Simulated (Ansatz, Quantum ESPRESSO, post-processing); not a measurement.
# 1T-SnSe2, layer by layer, part 8 of 8

Wanted: polarisability and band edges of 1T-SnSe2, layer by layer.

Quantum ESPRESSO 7.5; plane-wave DFT, PBE, GBRV ultrasoft pseudopotentials; geometry by Ansatz 0.2.0 with PAW datasets.

So far. Step 14 (Bands along a path, 2 layers: no field): Along this path the valence top lies between Γ and M and the conduction bottom at M. Step 20 (Electrostatic potential, 3 layers): The slope in the vacuum is 0.100 eV/Å for an applied 0.10 V/Å, as it should be.

## (21) Bands along a path, 3 layers: no field

n3.f0.bands.in

```
&control
  prefix = 'n3.f0.bands'
  outdir = './out'
  pseudo_dir = './pseudo'
  calculation = 'bands'
  tefield = .true.
  dipfield = .true.
/
&system
  ibrav = 0
  nat = 9
  ntyp = 2
  ecutwfc = 40
  ecutrho = 200
  occupations = 'smearing'
  smearing = 'fd'
  degauss = 0.004
  edir = 3
  emaxpos = 0.97
  eopreg = 0.04
  eamp = 0.0
  nbnd = 43
/
&electrons
  conv_thr = 1e-07
  mixing_beta = 0.4
  electron_maxstep = 120
  mixing_mode = 'local-TF'
/
ATOMIC_SPECIES
  Se  78.9710  se_pbe_v1.uspp.F.UPF
  Sn  118.7100  sn_pbe_v1.4.uspp.F.UPF
CELL_PARAMETERS angstrom
  3.83963322054555 -0.00000000000000 0.00000000000000
  -1.91981661027277 3.32521991020710 0.00000000000000
  0.00000000000000 0.00000000000000 29.93146712860000
ATOMIC_POSITIONS crystal
  Se  0.666666666667 0.333333333333 0.246569732486
  Sn  0.000000000000 -0.000000000000 0.299811804972
  Se  0.333333333333 0.666666666667 0.353053092790
  Se  0.666666666667 0.333333333333 0.446812835670
  Sn  0.000000000000 -0.000000000000 0.499999479420
  Se  0.333333333333 0.666666666667 0.553186104995
  Se  0.666666666667 0.333333333333 0.646947450384
  Sn  -0.000000000000 0.000000000000 0.700188692765
  Se  0.333333333333 0.666666666667 0.753430806517
K_POINTS crystal_b
4
  0.0000000000 0.0000000000 0.0000000000 12
  0.5000000000 0.0000000000 0.0000000000 12
  0.3333333333 0.3333333333 0.0000000000 12
  0.0000000000 0.0000000000 0.0000000000 1
```

The run is started by

```bash
$ cp -r out/n3.f0.save out/n3.f0.bands.save
$ cp out/n3.f0.xml out/n3.f0.bands.xml
$ OMP_NUM_THREADS=1 mpirun -n 4 pw.x -nk 4 -in n3.f0.bands.in > n3.f0.bands.out
```

What it wrote:

```text
[banner, memory and clock lines left out]
Program PWSCF v.7.5 starts

          URL

     Presently no symmetry can be used with electric field

     Atomic positions and unit cell read from directory:
     ./out/n3.f0.bands.save/

     G-vector sticks info

     bravais-lattice index     =            0
     lattice parameter (alat)  =       7.2559  a.u.
     unit-cell volume          =    2578.9013 (a.u.)^3
     number of atoms/cell      =            9
     number of atomic types    =            2
     number of electrons       =        78.00
     number of Kohn-Sham states=           43
     kinetic-energy cutoff     =      40.0000  Ry
     charge density cutoff     =     200.0000  Ry
     Exchange-correlation=  SLA  PW   PBX  PBC
                           (   1   4   3   4   0   0   0)

     celldm(1)=   7.255855  celldm(2)=   0.000000  celldm(3)=   0.000000
     celldm(4)=   0.000000  celldm(5)=   0.000000  celldm(6)=   0.000000

     crystal axes: (cart. coord. in units of alat)
               a(1) = (   1.000000  -0.000000   0.000000 )
               a(2) = (  -0.500000   0.866025   0.000000 )
               a(3) = (   0.000000   0.000000   7.795397 )

     reciprocal axes: (cart. coord. in units 2 pi/alat)
               b(1) = (  1.000000  0.577350 -0.000000 )
               b(2) = (  0.000000  1.154701 -0.000000 )
               b(3) = ( -0.000000 -0.000000  0.128281 )

     PseudoPot. # 1 for Se read from file:
     ./pseudo/se_pbe_v1.uspp.F.UPF
     Pseudo is Ultrasoft + core correction, Zval =  6.0
     Generated by new atomic code, or converted to UPF format
     Using radial grid of  877 points,  6 beta functions with:
                l(1) =   0
                l(2) =   0
                l(3) =   1
                l(4) =   1
                l(5) =   2
                l(6) =   2
     Q(r) pseudized with  8 coefficients,  rinner =    1.300   1.300   1.300
                                                       1.300   1.300

     PseudoPot. # 2 for Sn read from file:
     ./pseudo/sn_pbe_v1.4.uspp.F.UPF
     Pseudo is Ultrasoft + core correction, Zval = 14.0
     Generated by new atomic code, or converted to UPF format
     Using radial grid of  891 points,  6 beta functions with:
                l(1) =   0
                l(2) =   0
                l(3) =   1
                l(4) =   1
                l(5) =   2
                l(6) =   2
     Q(r) pseudized with  8 coefficients,  rinner =    1.350   1.350   1.350
                                                       1.350   1.350

     atomic species   valence    mass     pseudopotential
     Se                6.00    78.97100     Se( 1.00)
     Sn               14.00   118.71000     Sn( 1.00)

     No symmetry found

   Cartesian axes

     site n.     atom                  positions (alat units)
         1        Se     tau(   1) = (   0.5000000   0.2886751   1.9221091  )
         2        Sn     tau(   2) = (   0.0000000   0.0000000   2.3371522  )
         3        Se     tau(   3) = (  -0.0000000   0.5773503   2.7521892  )
         4        Se     tau(   4) = (   0.5000000   0.2886751   3.4830837  )
         5        Sn     tau(   5) = (   0.0000000   0.0000000   3.8976947  )
         6        Se     tau(   6) = (  -0.0000000   0.5773503   4.3123056  )
         7        Se     tau(   7) = (   0.5000000   0.2886751   5.0432125  )
         8        Sn     tau(   8) = (   0.0000000   0.0000000   5.4582492  )
         9        Se     tau(   9) = (  -0.0000000   0.5773503   5.8732926  )

     number of k points=    37  Fermi-Dirac smearing, width (Ry)=  0.0040
                       cart. coord. in units 2pi/alat
        k(    1) = (   0.0000000   0.0000000   0.0000000), wk =   0.0540541
        k(    2) = (   0.0416667   0.0240563   0.0000000), wk =   0.0540541
        k(    3) = (   0.0833333   0.0481125   0.0000000), wk =   0.0540541
        k(    4) = (   0.1250000   0.0721688   0.0000000), wk =   0.0540541
        k(    5) = (   0.1666667   0.0962250   0.0000000), wk =   0.0540541
        k(    6) = (   0.2083333   0.1202813   0.0000000), wk =   0.0540541
        k(    7) = (   0.2500000   0.1443376   0.0000000), wk =   0.0540541
        k(    8) = (   0.2916667   0.1683938   0.0000000), wk =   0.0540541
        k(    9) = (   0.3333333   0.1924501   0.0000000), wk =   0.0540541
        k(   10) = (   0.3750000   0.2165064   0.0000000), wk =   0.0540541
        k(   11) = (   0.4166667   0.2405626   0.0000000), wk =   0.0540541
        k(   12) = (   0.4583333   0.2646189   0.0000000), wk =   0.0540541
        k(   13) = (   0.5000000   0.2886751   0.0000000), wk =   0.0540541
        k(   14) = (   0.4861111   0.3127314   0.0000000), wk =   0.0540541
        k(   15) = (   0.4722222   0.3367877   0.0000000), wk =   0.0540541
        k(   16) = (   0.4583333   0.3608439   0.0000000), wk =   0.0540541
        k(   17) = (   0.4444444   0.3849002   0.0000000), wk =   0.0540541
        k(   18) = (   0.4305556   0.4089564   0.0000000), wk =   0.0540541
        k(   19) = (   0.4166667   0.4330127   0.0000000), wk =   0.0540541
        k(   20) = (   0.4027778   0.4570690   0.0000000), wk =   0.0540541
        k(   21) = (   0.3888889   0.4811252   0.0000000), wk =   0.0540541
        k(   22) = (   0.3750000   0.5051815   0.0000000), wk =   0.0540541
        k(   23) = (   0.3611111   0.5292377   0.0000000), wk =   0.0540541
        k(   24) = (   0.3472222   0.5532940   0.0000000), wk =   0.0540541
        k(   25) = (   0.3333333   0.5773503   0.0000000), wk =   0.0540541
        k(   26) = (   0.3055556   0.5292377   0.0000000), wk =   0.0540541
        k(   27) = (   0.2777778   0.4811252   0.0000000), wk =   0.0540541
        k(   28) = (   0.2500000   0.4330127   0.0000000), wk =   0.0540541
        k(   29) = (   0.2222222   0.3849002   0.0000000), wk =   0.0540541
        k(   30) = (   0.1944444   0.3367877   0.0000000), wk =   0.0540541
        k(   31) = (   0.1666667   0.2886751   0.0000000), wk =   0.0540541
        k(   32) = (   0.1388889   0.2405626   0.0000000), wk =   0.0540541
        k(   33) = (   0.1111111   0.1924501   0.0000000), wk =   0.0540541
        k(   34) = (   0.0833333   0.1443376   0.0000000), wk =   0.0540541
        k(   35) = (   0.0555556   0.0962250   0.0000000), wk =   0.0540541
        k(   36) = (   0.0277778   0.0481125   0.0000000), wk =   0.0540541
        k(   37) = (   0.0000000   0.0000000   0.0000000), wk =   0.0540541

     Dense  grid:   123339 G-vectors     FFT dimensions: (  36,  36, 256)

     Smooth grid:    88385 G-vectors     FFT dimensions: (  30,  30, 240)

     The potential is recalculated from file :
     ./out/n3.f0.bands.save/charge-density

[...]
3.2865   3.4586   6.2752

          k = 0.3889 0.4811 0.0000 ( 11026 PWs)   bands (ev):

   -19.5601 -19.5536 -19.5535 -19.5288 -19.5224 -19.5223 -19.4976 -19.4922
   -19.4921 -19.4784 -19.4734 -19.4733 -19.4691 -19.4627 -19.4626 -10.2814
   -10.2154 -10.1849 -10.0254  -9.9653  -9.9609  -5.4644  -5.4276  -5.4245
    -2.6613  -2.3999  -2.1582  -2.0450  -1.8595  -1.6341  -1.3592  -1.1575
    -1.1110   0.1362   0.3289   0.6329   0.8585   1.1555   1.3294   2.9871
     3.3420   3.6197   6.3128

          k = 0.3750 0.5052 0.0000 ( 11008 PWs)   bands (ev):

   -19.5563 -19.5498 -19.5497 -19.5328 -19.5264 -19.5263 -19.4949 -19.4896
   -19.4895 -19.4806 -19.4756 -19.4755 -19.4696 -19.4631 -19.4630 -10.2334
   -10.1731 -10.1483 -10.0260  -9.9683  -9.9667  -5.4884  -5.4443  -5.4329
    -2.5683  -2.3054  -2.1736  -2.0591  -1.9544  -1.7125  -1.5475  -1.3241
    -1.2016   0.0759   0.3154   0.6345   0.8542   1.1806   1.3298   2.9340
     3.3667   3.7428   6.3366

          k = 0.3611 0.5292 0.0000 ( 11006 PWs)   bands (ev):

   -19.5523 -19.5459 -19.5458 -19.5369 -19.5304 -19.5303 -19.4921 -19.4869
   -19.4868 -19.4828 -19.4778 -19.4776 -19.4700 -19.4634 -19.4633 -10.1845
   -10.1315 -10.1133 -10.0354  -9.9777  -9.9775  -5.5112  -5.4602  -5.4409
    -2.4745  -2.2720  -2.2048  -2.0237  -1.9521  -1.7649  -1.7150  -1.4830
    -1.3145   0.0693   0.2872   0.6551   0.8352   1.2096   1.3205   2.8875
     3.3717   3.8245   6.2887

          k = 0.3472 0.5533 0.0000 ( 10973 PWs)   bands (ev):

   -19.5485 -19.5420 -19.5419 -19.5409 -19.5344 -19.5343 -19.4895 -19.4850
   -19.4844 -19.4842 -19.4799 -19.4798 -19.4702 -19.4637 -19.4636 -10.1365
   -10.0941 -10.0835 -10.0566  -9.9925  -9.9923  -5.5277  -5.4723  -5.4478
    -2.3934  -2.3294  -2.1204  -2.0611  -1.8554  -1.8425  -1.7925  -1.6124
    -1.4252   0.1052   0.2379   0.6948   0.7991   1.2415   1.3014   2.8564
     3.3683   3.8675   6.2803

          k = 0.3333 0.5774 0.0000 ( 10965 PWs)   bands (ev):

   -19.5447 -19.5447 -19.5384 -19.5383 -19.5381 -19.5380 -19.4872 -19.4872
   -19.4821 -19.4821 -19.4820 -19.4819 -19.4704 -19.4638 -19.4637 -10.0917
   -10.0917 -10.0718 -10.0718 -10.0026 -10.0024  -5.5340  -5.4772  -5.4509
    -2.3536  -2.3536  -2.0775  -2.0774  -1.8936  -1.8037  -1.8037  -1.6677
    -1.4800   0.1700   0.1700   0.7479   0.7479   1.2737   1.2737   2.8455
     3.3656   3.8796   6.3077

          k = 0.3056 0.5292 0.0000 ( 10997 PWs)   bands (ev):

   -19.5514 -19.5449 -19.5448 -19.5377 -19.5312 -19.5311 -19.4912 -19.4860
   -19.4859 -19.4841 -19.4790 -19.4788 -19.4698 -19.4633 -19.4632 -10.2053
   -10.1488 -10.1282 -10.0243  -9.9668  -9.9662  -5.5034  -5.4514  -5.4309
    -2.4298  -2.3244  -2.1517  -2.0628  -1.8975  -1.7767  -1.7393  -1.5073
    -1.3011   0.0091   0.3269   0.6387   0.8546   1.2118   1.3253   2.8878
     3.3827   3.8514   6.2055

          k = 0.2778 0.4811 0.0000 ( 10999 PWs)   bands (ev):

   -19.5563 -19.5499 -19.5498 -19.5315 -19.5251 -19.5250 -19.4945 -19.4893
   -19.4892 -19.4835 -19.4781 -19.4780 -19.4683 -19.4621 -19.4620 -10.3724
   -10.2971 -10.2578 -10.0038  -9.9334  -9.9193  -5.4046  -5.3622  -5.3535
    -2.5081  -2.3390  -2.1229  -2.0796  -1.8358  -1.7077  -1.4508  -1.2191
    -0.9967  -0.1193   0.3280   0.7127   0.8639   1.2229   1.3409   3.0010
     3.4347   3.8050   6.1207

          k = 0.2500 0.4330 0.0000 ( 10977 PWs)   bands (ev):

   -19.5590 -19.5526 -19.5525 -19.5265 -19.5201 -19.5200 -19.4970 -19.4918
   -19.4916 -19.4845 -19.4789 -19.4788 -19.4674 -19.4614 -19.4612 -10.5808
   -10.4900 -10.4337 -10.0287  -9.9336  -9.8967  -5.2419  -5.2051  -5.2038
    -2.4826  -2.3379  -2.1503  -1.8416  -1.6569  -1.6531  -1.1261  -0.9016
    -0.6645  -0.1358   0.2293   0.7667   0.9364   1.3120   1.3173   3.1584
     3.5084   3.7673   6.1044

          k = 0.2222 0.3849 0.0000 ( 11017 PWs)   bands (ev):

   -19.5592 -19.5529 -19.5528 -19.5226 -19.5163 -19.5162 -19.4985 -19.4932
   -19.4931 -19.4860 -19.4803 -19.4802 -19.4682 -19.4623 -19.4622 -10.8138
   -10.7108 -10.6407 -10.0930  -9.9711  -9.9091  -5.0310  -4.9931  -4.9921
    -2.3370  -2.2301  -2.0597  -1.6412  -1.5249  -1.4643  -0.7967  -0.5828
    -0.3287  -0.0041   0.2136   0.6720   1.1104   1.2950   1.4048   3.3351
     3.5874   3.7413   6.1531

          k = 0.1944 0.3368 0.0000 ( 11013 PWs)   bands (ev):

   -19.5572 -19.5510 -19.5509 -19.5202 -19.5140 -19.5139 -19.4989 -19.4935
   -19.4934 -19.4876 -19.4817 -19.4816 -19.4709 -19.4651 -19.4650 -11.0538
   -10.9419 -10.8616 -10.1885 -10.0415  -9.9556  -4.8015  -4.7527  -4.7440
    -2.0772  -2.0202  -1.8424  -1.5716  -1.2869  -1.2062  -0.4843  -0.2784
    -0.0051   0.2409   0.3328   0.6463   1.0627   1.4440   1.4504   3.5137
     3.6626   3.7284   6.2079

          k = 0.1667 0.2887 0.0000 ( 10991 PWs)   bands (ev):

   -19.5534 -19.5473 -19.5471 -19.5193 -19.5132 -19.5131 -19.4983 -19.4928
   -19.4927 -19.4890 -19.4830 -19.4829 -19.4753 -19.4694 -19.4693 -11.2856
   -11.1674 -11.0800 -10.3036 -10.1352 -10.0283  -4.6081  -4.5190  -4.4762
    -1.7411  -1.7201  -1.5070  -1.3730  -1.0991  -0.8881  -0.2101   0.0030
     0.3031   0.5339   0.5483   0.7253   0.9771   1.4516   1.5969   3.6758
     3.7348   3.7453   6.1820

          k = 0.1389 0.2406 0.0000 ( 11013 PWs)   bands (ev):

   -19.5485 -19.5425 -19.5423 -19.5200 -19.5141 -19.5140 -19.4968 -19.4912
   -19.4911 -19.4902 -19.4840 -19.4839 -19.4803 -19.4745 -19.4744 -11.4974
   -11.3747 -11.2824 -10.4256 -10.2400 -10.1160  -4.4842  -4.3257  -4.2185
    -1.4024  -1.2944  -1.0758  -0.9986  -0.8345  -0.5836  -0.0057   0.2601
     0.5907   0.7483   0.8176   0.9001   0.9917   1.4253   1.6941   3.7538
     3.8088   3.8571   6.0430

          k = 0.1111 0.1925 0.0000 ( 11015 PWs)   bands (ev):

   -19.5432 -19.5373 -19.5372 -19.5220 -19.5163 -19.5162 -19.4946 -19.4918
   -19.4889 -19.4888 -19.4853 -19.4852 -19.4845 -19.4788 -19.4786 -11.6801
   -11.5545 -11.4589 -10.5424 -10.3436 -10.2066  -4.4306  -4.1917  -4.0005
    -0.9703  -0.8517  -0.5841  -0.5027  -0.4344  -0.2728   0.1119   0.4866
     0.8194   0.8891   1.0504   1.1149   1.1614   1.4022   1.7312   3.8312
     3.8760   3.9350   5.8341

          k = 0.0833 0.1443 0.0000 ( 11049 PWs)   bands (ev):

   -19.5383 -19.5326 -19.5325 -19.5250 -19.5194 -19.5193 -19.4944 -19.4921
   -19.4878 -19.4877 -19.4866 -19.4864 -19.4862 -19.4809 -19.4808 -11.8275
   -11.7000 -11.6023 -10.6437 -10.4354 -10.2889  -4.4246  -4.1148  -3.8382
    -0.4772  -0.4543  -0.0510   0.0292   0.0352   0.0880   0.2711   0.6666
     0.9661   1.0684   1.2040   1.2963   1.3429   1.4303   1.7139   3.8226
     3.8894   3.9389   5.5709

          k = 0.0556 0.0962 0.0000 ( 11071 PWs)   bands (ev):

   -19.5345 -19.5289 -19.5288 -19.5281 -19.5226 -19.5225 -19.4971 -19.4905
   -19.4903 -19.4898 -19.4873 -19.4839 -19.4838 -19.4814 -19.4813 -11.9355
   -11.8068 -11.7077 -10.7215 -10.5070 -10.3541  -4.4397  -4.0785  -3.7326
    -0.2998   0.0630   0.3966   0.4227   0.5186   0.6049   0.6802   0.8133
     1.1128   1.2196   1.2712   1.4152   1.4661   1.5151   1.6462   3.4757
     3.7765   4.0277   5.2252

          k = 0.0278 0.0481 0.0000 ( 11087 PWs)   bands (ev):

   -19.5321 -19.5304 -19.5266 -19.5265 -19.5249 -19.5248 -19.4989 -19.4922
   -19.4921 -19.4881 -19.4874 -19.4822 -19.4821 -19.4816 -19.4815 -12.0013
   -11.8719 -11.7721 -10.7704 -10.5523 -10.3957  -4.4561  -4.0648  -3.6754
    -0.2694   0.3824   0.8032   0.8583   0.9163   0.9652   0.9845   1.0348
     1.2703   1.3455   1.4016   1.4706   1.4732   1.5616   1.5721   3.0355
     3.5596   4.0378   4.8502

          k = 0.0000 0.0000 0.0000 ( 11147 PWs)   bands (ev):

   -19.5313 -19.5313 -19.5258 -19.5258 -19.5257 -19.5257 -19.4995 -19.4928
   -19.4927 -19.4875 -19.4875 -19.4816 -19.4816 -19.4815 -19.4815 -12.0234
   -11.8938 -11.7938 -10.7871 -10.5678 -10.4100  -4.4627  -4.0616  -3.6575
    -0.2687   0.4641   1.0127   1.0127   1.0927   1.0927   1.1561   1.1561
     1.3058   1.3945   1.3945   1.5106   1.5106   1.5711   1.5711   2.8032
     3.4352   4.0078   4.6717

     XML data file, pseudopotentials, collected wavefunctions

                                        0.00s GPU  (     970 calls)
[key lines of the parts left out:]
Dipole field         -0.0000 Ry au,
```

The job ended after 3.6 min (4 MPI ranks of Arm Neoverse V1, shared host; peak memory 0.63 GiB).

This step gave:

- dipole along the normal: -2.08e-5 e·Å
- valence top, on the run's zero: 1.731 eV
- conduction bottom, on the run's zero: 2.366 eV
- gap by band count: 0.6343 eV

Band numbers count within the set of bands kept for display. Electronic bands along the path, in eV, zero at the highest filled level of the SCF mesh; v1 is the highest filled band, c1 the lowest empty one:

```tsv
point	v4	v3	v2	v1	c1	c2	c3	c4
Γ	-0.18	-0.18	-0.12	-0.12	1.12	1.75	2.32	2.98
halfway	-0.41	-0.20	-0.18	-0.05	1.39	1.74	2.04	3.86
M	-0.76	-0.69	-0.44	-0.25	0.68	0.73	1.11	3.79
halfway	-1.01	-0.83	-0.57	-0.39	1.37	1.51	1.58	4.54
K	-0.94	-0.94	-0.41	-0.41	1.16	1.68	2.19	4.62
halfway	-0.96	-0.71	-0.24	-0.09	1.99	2.05	2.06	4.50
Γ	-0.18	-0.18	-0.12	-0.12	1.12	1.75	2.32	2.98
```

Along this path the valence top lies between K and Γ and the conduction bottom at M.

## (22) Polarisability from the dipole between 0 and 0.1 V/A, 3 layers

Numbers from this step:

| Quantity | Value |
| --- | --- |
| polarisability a cell | 16.67 Å³ |
| sheet polarisability 4πα/A | 16.40 Å |

Table of change of the potential energy, second field less first by z:

```tsv
z (Å)	change of the potential energy, second field less first (eV)
0	-0.338
1	-0.576
2	-0.476
3	-0.376
4	-0.276
5	-0.178
6	-0.0937
7	-0.0550
8	-0.0496
9	-0.0452
10	-0.0409
11	-0.0378
12	-0.0219
13	-0.00642
14	-0.00364
15	2.8e-4
16	0.00349
17	0.00692
18	0.0233
19	0.0382
20	0.0407
21	0.0460
22	0.0496
23	0.0563
24	0.0992
25	0.186
26	0.284
27	0.384
28	0.484
29	0.581
```

## (23) The series side by side

All levels:

```tsv
level	sheet polarisability (Å)	gap without a field (eV)	vacuum over the valence top of the mesh (eV)	CPU time (s)
1 layer	5.284	0.786	6.066	167.3
2 layers	10.81	0.6595	5.939	504.2
3 layers	16.4	0.6343	5.927	1248
```

## (24) Worked from the printed numbers

From 2 to 3 layers, over the growth of the distance between the outermost mean planes: (16.405 − 10.814) Å / 6.024 Å = 0.928 = 1 − 1/ε, so ε = 13.9.

## (25) Outcome

* 4πα/A of 1 layer: 5.28 Å
* gap along the path, 1 layer: 0.79 eV
* Kohn-Sham ionisation potential, 1 layer: 6.06 eV
* 4πα/A of 2 layers: 10.81 Å
* gap along the path, 2 layers: 0.66 eV
* Kohn-Sham ionisation potential, 2 layers: 5.94 eV
* 4πα/A of 3 layers: 16.40 Å
* gap along the path, 3 layers: 0.63 eV
* Kohn-Sham ionisation potential, 3 layers: 5.88 eV

In words: The sheet polarisability 4πα/A grows as 5.28, 10.81 and 16.40 Å for 1, 2 and 3 layers (PBE, GBRV ultrasoft). The last layer adds 6.02 Å between the outermost mean planes and 5.59 Å of 4πα/A; 1 − 1/ε = 0.928 gives ε = 13.9 along the normal for the stacked crystal at this spacing. The gap runs 0.79, 0.66 and 0.63 eV. The single layer was relaxed under plain PBE (a = 3.876 Å), the stacks with a dispersion correction (a = 3.839 Å for two layers), so the first step mixes stacking with a strain of -1.0 %. The nearest atoms of neighbouring layers lie 3.58 Å apart. With 1 − 1/ε so near one, ε is touchy: 0.1 Å more spacing would give ε = 11.5. On the path the edges lie as follows: between Γ and M to M for 1, between Γ and M to M for 2 and between K and Γ to M for 3 (valence top to conduction bottom, by number of layers). One stacking was chosen. The ions are clamped in the field. Semilocal gaps are too small and shrink less with thickness than quasiparticle gaps, which also feel the screening by neighbours. Spin-orbit coupling is left out; depending on the atoms that carry the levels of interest, it can split and shift them by tens to hundreds of meV.

[Logs are printed without paths, hosts, clocks, repeated set-up lines and the standing remarks that a program may print on its own settings, such as how far it seeks lower states.]

[Hosts, paths, dates, database ids (printed as entryN), source tags and the programs' standing remarks are cut or masked in the printed files.]

[Maps of the electrostatic potential energy from Ansatz leave out the sawtooth potential of an applied field or a dipole correction, so their vacuum need not be flat; planar profiles and work functions include it.]
